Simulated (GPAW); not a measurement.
Computed results, one entry a study.

```cif
data_sno2
_symmetry_space_group_name_H-M 'Pnnm'
_symmetry_Int_Tables_number 58
_cell_length_a 4.7880
_cell_length_b 4.8666
_cell_length_c 3.2409
_cell_angle_alpha 90.000
_cell_angle_beta 90.000
_cell_angle_gamma 90.000
_cell_volume 75.52
loop_
_atom_site_label
_atom_site_type_symbol
_atom_site_symmetry_multiplicity
_atom_site_Wyckoff_symbol
_atom_site_fract_x
_atom_site_fract_y
_atom_site_fract_z
_atom_site_occupancy
Sn1 Sn 2 a 0.50000 0.50000 0.50000 1
O1 O 4 g 0.29185 0.32104 0.00000 1
_calc_subject 'Quasiparticle gap of SnO2 (Pnnm) in GPAW'
_calc_method 'DFT, LDA, plane waves, PAW (and 1 further level or step)'
_calc_program 'GPAW 26.7.0'
_calc_settings_of_one_run 'cutoff 600 eV, GPAW PAW setups 1.2.1 data release, 2×2×4 k-mesh, nbands 99'
_calc_cost '3 runs, 96 s in all on 4 MPI ranks of Arm Neoverse V1, shared host (the runs of this entry)'
_calc_notes 'The cell and positions are those that the Materials Project relaxed with its own functionals (PBE, PBE+U or r2SCAN), kept fixed. This is not the form that SnO2 usually takes at ambient conditions. Limits: no spin-orbit coupling. Bands and cutoff are finite, so the gap is not at the basis limit. The miss can reach some tenths of an eV and take either sign; the mesh is an error of its own. The 2×2×4 mesh is coarse for this cell, which bears on the long-range parts of exchange and screening.'
_calc_lda_gap '0.70 eV, direct'
_calc_g0w0_gap_on_the_mesh '1.98 eV'
_calc_gw_settings '2×2×4 mesh, 89 bands, screening to 65 eV, Godby-Needs plasmon pole'
_calc_known_limits 'not at the basis limit; no spin-orbit coupling; coarse k mesh'
```

[Paths, hosts, dates, memory and timing lines, banners, echoed tables and standing remarks are left out of the program output.]

[Logs are printed without paths, hosts, clocks, repeated set-up lines and the standing remarks that a program may print on its own settings, such as how far it seeks lower states.]

[Runs of the session that timed out or met a known fault of the program may be left out.]

[Hosts, paths, dates, database ids (printed as entryN), source tags and the programs' standing remarks are cut or masked in the printed files.]
